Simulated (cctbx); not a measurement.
**Ce2FeSi2Pt: precision against data quality**

Space group Imm2 (no. 44), a = 4.0020 Å, b = 4.1210 Å, c = 14.4930 Å, α = 90.00°, β = 90.00°, γ = 90.00°.

| atom | mult. | x | y | z | Ueq (Å²) |
| --- | --- | --- | --- | --- | --- |
| Pt1 | 2 | 1/2 | 1/2 | 0.0859 | 0.0054 |
| Ce1 | 2 | 1/2 | 1/2 | 0.4937 | 0.0084 |
| Ce2 | 2 | 0 | 1/2 | 0.2501 | 0.0083 |
| Fe1 | 2 | 1/2 | 0 | 0.3342 | 0.0176 |
| Si1 | 2 | 0 | 0 | 0.4095 | 0.0127 |
| Si2 | 2 | 1/2 | 0 | 0.1741 | 0.0103 |

This is a model crystal, built by substitution and not relaxed, with assumed displacement parameters.

Five simulated data sets (cctbx; Ag Kα, λ = 0.56087 Å; 3 % proportional error) differ in resolution or exposure (noise floor 15 counts in the first three, 8 in the last two). Each is refined with the right model, isotropic at 1.1 Å and anisotropic otherwise. How do the figures of merit and the uncertainties move?

```
d min (Å)  top counts  ⟨I/σ⟩ (unmerged, absences included)  unique  param. (scale apart)   Rint      R1  GooF  largest s.u. xyz (fractional)  s.u. U of Si1 (Å²)  largest error (Å)
      1.1        5000                                  7.9     126                    12  0.029  0.0173  0.93                        0.00083              0.0029             0.0152
     0.84        5000                                  6.9     257                    24  0.032  0.0198  0.96                        0.00052              0.0038             0.0249
      0.6        5000                                  5.2     671                    24  0.043  0.0255  0.93                        0.00034              0.0018             0.0177
     0.75         300                                  1.4     370                    24  0.177  0.0663  0.88                        0.00233              0.0112             0.0445
     0.75        3000                                  5.7     370                    24  0.041  0.0221  0.88                        0.00043              0.0029             0.0067
```

The number of reflections grows roughly as 1/d³: 126, 257 and 671 here. R1 follows the noise rather than the truth: at 300 counts it is 0.0663, at 3000 counts 0.0221, while GooF is 0.88 and 0.88: the weights 1/σ² carry the noise. The s.u. of U (U11 where anisotropic) for Si1 goes 0.0029, 0.0038, 0.0018 Å² with resolution and 0.0112, 0.0029 Å² with exposure.

Hardware for the 0.6 Å refinement: 0.38 s on 1 thread of Arm Neoverse V2, with other jobs on the host, peak memory 0.09 GiB.

[Logs are printed without paths, hosts, clocks, repeated set-up lines and the standing remarks that a program may print on its own settings, such as how far it seeks lower states.]
